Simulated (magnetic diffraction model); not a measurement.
# TiCo₂Te₄: what an assumed order does to the neutron pattern

Space group I-42m (no. 121), a = 5.4990 Å, c = 10.3430 Å.

```csv
site,atom,x,y,z
8i,Te,0.7623,0.7623,0.1237
4d,Co,0,1/2,1/4
2b,Ti,1/2,1/2,0
```

This is a made-up structure (elements placed in a structure type, unrelaxed), so the numbers test the method and describe no known phase.

Only Co is taken to order (form factors of Co2+); orders and moment sizes are assumed, and not adapted to the symmetry. Radiation: neutrons of λ = 1.594 Å, 8° to 50°; isotropic B of 0.69 Å² (Te), 0.63 Å² (Co) and 0.78 Å² (Ti). Simulated constant-wavelength pattern: nuclear and magnetic terms add, the magnetic one as |2.695 fm × Σ f S⊥ exp(2πi Q·r) exp(−B s²)|², summed over all Q at one angle with the factor 1/(sin²θ cos θ). For collinear order S is the moment m, which repeats by lattice and centring translations R with the sign exp(−2πi k·R). Free-ion form factors, Sears's scattering lengths of 1992, no absorption; a label names one of the reflections at its angle. The strongest nuclear line in the range is 100, and lines under 0.2 are left out.

Assume the order k = (1/2 1/2 1), collinear moments along [100], 2.25 μB on Co; signs + at (0, 1/2, 1/4), + at (1/2, 0, 1/4).

Q: Where does magnetic intensity appear, and how strong is it?

```csv
2θ (°),index,nuclear,magnetic
14.73,(1/2 1/2 1),0.0,33.4
17.73,(0 0 2),8.4,0.0
18.89,(1 0 1),10.2,0.0
23.66,(1 1 0),10.1,0.0
27.98,(3/2 -1/2 1),0.0,11.4
29.30,(1/2 1/2 3),0.0,8.4
29.72,(1 1 2),100.0,0.0
31.67,(1 0 3),0.8,0.0
33.70,(2 0 0),33.4,0.0
35.91,(0 0 4),15.2,0.0
36.96,(3/2 3/2 1),0.0,2.4
37.99,(3/2 -1/2 3),0.0,6.4
38.33,(2 0 2),8.8,0.0
38.92,(2 1 1),2.4,0.0
43.45,(1 1 4),6.6,0.0
44.35,(5/2 1/2 1),0.0,2.6
45.25,(3/2 3/2 3),0.0,1.6
46.92,(2 1 3),4.4,0.0
46.99,(1/2 1/2 5),0.0,2.0
48.40,(2 2 0),21.6,0.0
48.62,(1 0 5),0.3,0.0
```

The strongest magnetic line in the range is (1/2 1/2 1) at 14.73° (33.4). On top of the Lorentz factor, which all lines share, magnetic lines fade with angle because f falls: for Co2+ it is 0.91, 0.71, 0.49 and 0.18 at sin θ/λ = 0.1, 0.2, 0.3 and 0.5 Å⁻¹, while nuclear lengths stay constant. The order has no net moment.

[Logs are printed without paths, hosts, clocks, repeated set-up lines and the standing remarks that a program may print on its own settings, such as how far it seeks lower states.]
